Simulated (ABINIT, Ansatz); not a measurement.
# YGaS3 (Pm-3m): zone-centre phonons, part 2 of 5

Wanted: the vibrations of YGaS3 (Pm-3m) at Γ, by two programs.

ABINIT 10.8.3; DFT LDA, scalar-relativistic, plane waves, PseudoDojo norm-conserving pseudopotentials.

So far. Step 3 (Ground state): The cell stands at -0.41 GPa: the relaxation ran with a smoothed and higher cutoff, and the difference is a stress of the finite basis. The relaxed cell has a = 4.591 Å (conventional setting).

The structure was built from a prototype and need not be the compound's stable phase.

### Step 4. Zone-centre response

At q = 0 one unit cell holds all displacements. The response is solved for single atoms along the cell's directions, and symmetry skips those that follow from others. The crystal is treated as a metal, which screens a static field, so no field response is asked.

Contents of dfpt_gamma.abi:

```

# common to the responses
getwfk_filepath "gso_WFK"
kptopt 2
nqpt 1
qpt 0.0 0.0 0.0
asr 0
chneut 0

# displacements
rfphon 1
rfatpol 1 5
rfdir 1 1 1
tolvrs 1.0d-10
prtwf 0

# basis, mesh and filling
ecut 36.0
ngkpt 6 6 6
nshiftk 1
shiftk 0.0 0.0 0.0
istwfk *1
occopt 6
tsmear 0.01
nband 30
nstep 100
diemac 1000000.0
prtebands 0
prtgsr 0
useylm 1

# cell and atoms
acell 8.674916111 8.674916111 8.674916111
rprim 
    1.0 0.0 0.0
    0.0 1.0 0.0
    0.0 0.0 1.0
ntypat 3
znucl 39 31 16
natom 5
typat 1 2 3 3 3
xred 
    0.0 0.0 0.0
    0.5 0.5 0.5
    0.5 0.5 0.0
    0.5 0.0 0.5
    0.0 0.5 0.5
pp_dirpath "./pseudo"
pseudos "Y.upf, Ga.upf, S.upf"
```

Started as:

```bash
$ OMP_NUM_THREADS=1 mpirun -n 4 abinit dfpt_gamma.abi > dfpt_gamma.log
```

Numbers of over 12 decimals in the logs are rounded to 6 here.

dfpt_gamma.abo, the main output file:

```text
[banners, grids, parts of the stress and lines that vanish by symmetry left out]
- input  file    -> dfpt_gamma.abi
- output file    -> dfpt_gamma.abo
- root for input  files -> dfpt_gammai
- root for output files -> dfpt_gammao

 Symmetries : space group Pm -3 m (#221); Bravais cP (primitive cubic)
================================================================================
 Values of the parameters that define the memory need of the present run (RF).
     intxc =       0      iscf =       7    lmnmax =      18     lnmax =       6
     mgfft =      48  mpssoang =       3    mqgrid =    3001     natom =       5
  nloc_mem =       1    nspden =       1   nspinor =       1    nsppol =       1
      nsym =      48    n1xccc =    2501    ntypat =       3    occopt =       6
   xclevel =       1
-    mband =          30        mffmem =           1         mkmem =          28
-   mkqmem =          28        mk1mem =          28           mpw =        6776
      nfft =      110592          nkpt =         112
- my_mband =          30
================================================================================
================================================================================

--------------------------------------------------------------------------------
------------- Echo of variables that govern the present computation ------------
--------------------------------------------------------------------------------
-
- outvars: echo of selected default values
-   iomode0 =  0 , fftalg0 =312 , wfoptalg0 =  0
-
- outvars: echo of global parameters not present in the input file
-  max_nthreads =    1
-
 -outvars: echo values of preprocessed input variables
 [... echo left out ...]
================================================================================

 chkinp: Checking input parameters for consistency.

[...]
== DATASET  1 ==================================================================
-   mpi_nproc: 4, omp_nthreads: 1 (-1 if OMP is not activated)

--- !DatasetInfo
iteration_state: {dtset: 1, }
dimensions: {natom: 5, nkpt: 112, mband: 30, nsppol: 1, nspinor: 1, nspden: 1, mpw: 6776, }
cutoff_energies: {ecut:  36.0, pawecutdg:  -1.0, }
electrons: {nelect:   4.20000000E+01, charge:   0.00000000E+00, occopt:   6.00000000E+00, tsmear:   1.00000000E-02, }
meta: {optdriver: 1, rfphon: 1, }
...

 mkfilename: getwfk from: gso_WFK

 Real(R)+Recip(G) space primitive vectors, cartesian coordinates (Bohr,Bohr^-1):
 R(1)=  8.6749161  0.0000000  0.0000000  G(1)=  0.1152749  0.0000000  0.0000000
 R(2)=  0.0000000  8.6749161  0.0000000  G(2)=  0.0000000  0.1152749  0.0000000
 R(3)=  0.0000000  0.0000000  8.6749161  G(3)=  0.0000000  0.0000000  0.1152749
 Unit cell volume ucvol=  6.5282361E+02 bohr^3
 Angles (23,13,12)=  9.00000000E+01  9.00000000E+01  9.00000000E+01 degrees
 setup1 : take into account q-point for computing boxcut.

 getcut: wavevector=  0.0000  0.0000  0.0000  ngfft=  48  48  48
         ecut(hartree)=     36.000   => boxcut(ratio)=   2.04861

--- Pseudopotential description ------------------------------------------------
- pspini: atom type   1  psp file is ./pseudo/Y.upf

- pspini: atom type   2  psp file is ./pseudo/Ga.upf

- pspini: atom type   3  psp file is ./pseudo/S.upf

   2.89864563E+03                                ecore*ucvol(ha*bohr**3)
--------------------------------------------------------------------------------

 ==>  initialize data related to q vector <==

 The list of irreducible perturbations for this q vector is:
    1)    idir= 1    ipert=   1
    2)    idir= 1    ipert=   2
    3)    idir= 1    ipert=   3
    4)    idir= 3    ipert=   3

[...]
The perturbation idir=   2  ipert=   1 is
 symmetric of a previously calculated perturbation.
 So, its SCF calculation is not needed.

 The perturbation idir=   3  ipert=   1 is
 symmetric of a previously calculated perturbation.
 So, its SCF calculation is not needed.

 The perturbation idir=   2  ipert=   2 is
 symmetric of a previously calculated perturbation.
 So, its SCF calculation is not needed.

 The perturbation idir=   3  ipert=   2 is
 symmetric of a previously calculated perturbation.
 So, its SCF calculation is not needed.

[...]
The perturbation idir=   2  ipert=   5 is
 symmetric of a previously calculated perturbation.
 So, its SCF calculation is not needed.

 The perturbation idir=   3  ipert=   5 is
 symmetric of a previously calculated perturbation.
 So, its SCF calculation is not needed.

--------------------------------------------------------------------------------
 Perturbation wavevector (in red.coord.)   0.000000  0.000000  0.000000
 Perturbation : displacement of atom   1   along direction   1
 Found     8 symmetries that leave the perturbation invariant.

[...]
dfpt_looppert : total number of electrons, from k and k+q
  fully or partially occupied states are    4.200000E+01 and    4.200000E+01.
 Initialisation of the first-order wave-functions :
  ireadwf=   0

--- !BeginCycle
iteration_state: {dtset: 1, }
solver: {iscf: 7, nstep: 100, nline: 4, wfoptalg: 0, }
tolerances: {tolvrs: 1.00E-10, }
...

     iter   2DEtotal(Ha)        deltaE(Ha) residm    vres2
-ETOT  1 -0.861650     -2.576E+03 1.230E+01 2.491E+03
 ETOT  2  -2.361225     -1.500E+00 2.286E-01 5.272E+01
 ETOT  3  -2.387676     -2.645E-02 8.038E-03 1.750E+01
 ETOT  4  -2.391248     -3.572E-03 2.692E-03 2.322E-01
 ETOT  5  -2.391335     -8.682E-05 3.647E-04 2.615E-02
[...]
At SCF step   11       vres2   =  4.55E-11 < tolvrs=  1.00E-10 =>converged.
[...]
Mean square residual over all n,k,spin=   57.274E-12; max=  35.106E-09

 Thirteen components of 2nd-order total energy (hartree) are
 1,2,3: 0th-order hamiltonian combined with 1st-order wavefunctions
     kin0=   1.61502567E+03 eigvalue=   2.53049538E+02  local=  -1.24920055E+03
 4,5,6: 1st-order hamiltonian combined with 1st and 0th-order wfs
 loc psp =  -2.54990206E+03  Hartree=   7.11080499E+02     xc=  -1.62620787E+02
 note that "loc psp" includes a xc core correction that could be resolved
 7,8,9: eventually, occupation + non-local contributions
    edocc=   3.90877880E+02     enl0=   1.01917244E+03   enl1=  -2.60486733E+03
 1-9 gives the relaxation energy (to be shifted if some occ is /=2.0)
   erelax=  -2.57738470E+03
 10,11,12 Non-relaxation  contributions : frozen-wavefunctions and Ewald
 fr.local=   1.12305999E+03 fr.nonlo=   1.30172232E+03  Ewald=   1.64656054E+02
 13,14 Frozen wf xc core corrections (1) and (2)
 frxc 1  =  -1.54057752E+02  frxc 2 =   1.39612730E+02
 Resulting in :
 2DEtotal=   -0.2391348838E+01 Ha. Also 2DEtotal=   -0.650719168694E+02 eV
    (2DErelax=   -2.5773846983E+03 Ha. 2DEnonrelax=    2.5749933495E+03 Ha)
    (  non-var. 2DEtotal :   -2.3913485835E+00 Ha)

[...]
Perturbation wavevector (in red.coord.)   0.000000  0.000000  0.000000
 Perturbation : displacement of atom   2   along direction   1
 Found     8 symmetries that leave the perturbation invariant.

[...]
dfpt_looppert : total number of electrons, from k and k+q
  fully or partially occupied states are    4.200000E+01 and    4.200000E+01.
 Initialisation of the first-order wave-functions :
  ireadwf=   0

--- !BeginCycle
iteration_state: {dtset: 1, }
solver: {iscf: 7, nstep: 100, nline: 4, wfoptalg: 0, }
tolerances: {tolvrs: 1.00E-10, }
...

     iter   2DEtotal(Ha)        deltaE(Ha) residm    vres2
-ETOT  1   27.625749964612     -4.536E+04 5.142E+01 9.457E+02
[...]
At SCF step   12       vres2   =  3.27E-12 < tolvrs=  1.00E-10 =>converged.
[...]
Mean square residual over all n,k,spin=   19.828E-13; max=  15.762E-10

 Thirteen components of 2nd-order total energy (hartree) are
 1,2,3: 0th-order hamiltonian combined with 1st-order wavefunctions
     kin0=   5.59822932E+04 eigvalue=   1.84455208E+03  local=  -1.86271817E+04
 4,5,6: 1st-order hamiltonian combined with 1st and 0th-order wfs
 loc psp =  -9.31535681E+03  Hartree=   3.52392021E+03     xc=  -6.88372217E+02
 note that "loc psp" includes a xc core correction that could be resolved
 7,8,9: eventually, occupation + non-local contributions
    edocc=   9.87851895E+00     enl0=   3.34141070E+03   enl1=  -8.14576447E+04
 1-9 gives the relaxation energy (to be shifted if some occ is /=2.0)
   erelax=  -4.53865007E+04
 10,11,12 Non-relaxation  contributions : frozen-wavefunctions and Ewald
 fr.local=   4.36700816E+03 fr.nonlo=   4.07376781E+04  Ewald=   1.82039098E+02
 13,14 Frozen wf xc core corrections (1) and (2)
 frxc 1  =  -1.00710137E+03  frxc 2 =   1.11256808E+03
 Resulting in :
 2DEtotal=    0.5691354058E+01 Ha. Also 2DEtotal=    0.154869633544E+03 eV
    (2DErelax=   -4.5386500744E+04 Ha. 2DEnonrelax=    4.5392192098E+04 Ha)
    (  non-var. 2DEtotal :    5.6913532209E+00 Ha)

[...]
Perturbation wavevector (in red.coord.)   0.000000  0.000000  0.000000
 Perturbation : displacement of atom   3   along direction   1
 Found     4 symmetries that leave the perturbation invariant.

[...]
dfpt_looppert : total number of electrons, from k and k+q
  fully or partially occupied states are    4.200000E+01 and    4.200000E+01.
 Initialisation of the first-order wave-functions :
  ireadwf=   0

--- !BeginCycle
iteration_state: {dtset: 1, }
solver: {iscf: 7, nstep: 100, nline: 4, wfoptalg: 0, }
tolerances: {tolvrs: 1.00E-10, }
...

     iter   2DEtotal(Ha)        deltaE(Ha) residm    vres2
-ETOT  1  7.27898196606560E-02 -5.510E+02 1.692E+00 4.583E+03
[...]
At SCF step   11       vres2   =  8.72E-12 < tolvrs=  1.00E-10 =>converged.
[...]
Mean square residual over all n,k,spin=   50.748E-12; max=  66.350E-09

 Thirteen components of 2nd-order total energy (hartree) are
 1,2,3: 0th-order hamiltonian combined with 1st-order wavefunctions
     kin0=   5.06354883E+02 eigvalue=  -2.21818133E+01  local=  -3.45798566E+02
 4,5,6: 1st-order hamiltonian combined with 1st and 0th-order wfs
 loc psp =  -4.09318052E+02  Hartree=   1.54807441E+02     xc=  -4.05121918E+01
 note that "loc psp" includes a xc core correction that could be resolved
 7,8,9: eventually, occupation + non-local contributions
    edocc=   2.13582591E+01     enl0=   2.78363707E+02   enl1=  -6.95465388E+02
 1-9 gives the relaxation energy (to be shifted if some occ is /=2.0)
   erelax=  -5.52391720E+02
 10,11,12 Non-relaxation  contributions : frozen-wavefunctions and Ewald
 fr.local=   2.29490658E+02 fr.nonlo=   3.48582841E+02  Ewald=  -1.59546139E+01
 13,14 Frozen wf xc core corrections (1) and (2)
 frxc 1  =  -6.23055450E+01  frxc 2 =   5.12725553E+01
 Resulting in :
 2DEtotal=   -0.1305824825E+01 Ha. Also 2DEtotal=   -0.355333036773E+02 eV
    (2DErelax=   -5.5239171983E+02 Ha. 2DEnonrelax=    5.5108589501E+02 Ha)
    (  non-var. 2DEtotal :   -1.3058246540E+00 Ha)

[...]
Perturbation wavevector (in red.coord.)   0.000000  0.000000  0.000000
 Perturbation : displacement of atom   3   along direction   3
 Found     8 symmetries that leave the perturbation invariant.

--------------------------------------------------------------------------------

--------------------------------------------------------------------------------

 dfpt_looppert : total number of electrons, from k and k+q
  fully or partially occupied states are    4.200000E+01 and    4.200000E+01.
 Initialisation of the first-order wave-functions :
  ireadwf=   0

--- !BeginCycle
iteration_state: {dtset: 1, }
solver: {iscf: 7, nstep: 100, nline: 4, wfoptalg: 0, }
tolerances: {tolvrs: 1.00E-10, }
...

     iter   2DEtotal(Ha)        deltaE(Ha) residm    vres2
-ETOT  1   14.978135121788     -5.561E+02 3.112E+00 7.193E+03
[...]
ETOT 10   12.087757302359      1.342E-11 4.498E-08 1.318E-09
 ETOT 11   12.087757302367      8.640E-12 8.510E-09 1.988E-11

 At SCF step   11       vres2   =  1.99E-11 < tolvrs=  1.00E-10 =>converged.
[...]
Mean square residual over all n,k,spin=   95.114E-13; max=  85.100E-10

 Thirteen components of 2nd-order total energy (hartree) are
 1,2,3: 0th-order hamiltonian combined with 1st-order wavefunctions
     kin0=   5.10744608E+02 eigvalue=  -1.68839101E+01  local=  -3.38822659E+02
 4,5,6: 1st-order hamiltonian combined with 1st and 0th-order wfs
 loc psp =  -4.22630018E+02  Hartree=   1.58190095E+02     xc=  -3.82690144E+01
 note that "loc psp" includes a xc core correction that could be resolved
 7,8,9: eventually, occupation + non-local contributions
    edocc=   2.96987951E+01     enl0=   2.54347583E+02   enl1=  -6.95380982E+02
 1-9 gives the relaxation energy (to be shifted if some occ is /=2.0)
   erelax=  -5.59005501E+02
 10,11,12 Non-relaxation  contributions : frozen-wavefunctions and Ewald
 fr.local=  -1.18587738E+02 fr.nonlo=   3.56574632E+02  Ewald=   3.44804018E+02
 13,14 Frozen wf xc core corrections (1) and (2)
 frxc 1  =  -6.22214128E+01  frxc 2 =   5.05237592E+01
 Resulting in :
 2DEtotal=    0.1208775730E+02 Ha. Also 2DEtotal=    0.328924632802E+03 eV
    (2DErelax=   -5.5900550054E+02 Ha. 2DEnonrelax=    5.7109325785E+02 Ha)
    (  non-var. 2DEtotal :    1.2087758112E+01 Ha)

[...]
---- first-order wavefunction calculations are completed ----

 ==> Compute Derivative Database <==

 [... matrices left out ...]
  Phonon wavevector (reduced coordinates) :  0.00000  0.00000  0.00000
 Phonon energies in Hartree :
  -7.262140E-04 -7.262140E-04 -7.262140E-04 -6.765712E-04 -6.765712E-04
  -6.765712E-04 -1.829596E-05 -1.829596E-05 -1.829596E-05  3.345047E-04
   3.345047E-04  3.345047E-04  1.851159E-03  1.851159E-03  1.851159E-03
 Phonon frequencies in cm-1    :
- -1.593855E+02 -1.593855E+02 -1.593855E+02 -1.484902E+02 -1.484902E+02
- -1.484902E+02 -4.015499E+00 -4.015499E+00 -4.015498E+00  7.341529E+01
-  7.341529E+01  7.341529E+01  4.062823E+02  4.062823E+02  4.062823E+02

== END DATASET(S) ==============================================================
================================================================================

 -outvars: echo values of variables after computation
            acell      8.6749161110E+00  8.6749161110E+00  8.6749161110E+00 Bohr
           etotal      1.2087757302E+01
            fcart      0.0000000000E+00  0.0000000000E+00  0.0000000000E+00
           strten      0.0000000000E+00  0.0000000000E+00  0.0000000000E+00
================================================================================
```

Run time: 6.6 min. Hardware: 4 MPI ranks of Arm Neoverse V1, shared host.

Numbers from this step:

| Item | Value |
| --- | --- |
| largest acoustic frequency at the zone centre before the sum rule | -4.02 cm⁻¹ |
| highest optical zone-centre mode (no LO-TO term) | 406.3 cm⁻¹ |
| lowest optical zone-centre mode | -159.4 cm⁻¹ |

The acoustic modes at Γ come out as far as 4.0 cm⁻¹ from zero, where they should vanish, a small numerical error. The lowest optical mode is imaginary, 159i cm⁻¹, an instability at this level and on this k mesh.

(Part 2 of 5 ends here.)

[Host names and launcher messages were left out of these logs when they were recorded.]

[Logs are printed without paths, hosts, clocks, repeated set-up lines and the standing remarks that a program may print on its own settings, such as how far it seeks lower states.]

[Hosts, paths, dates, database ids (printed as entryN), source tags and the programs' standing remarks are cut or masked in the printed files.]
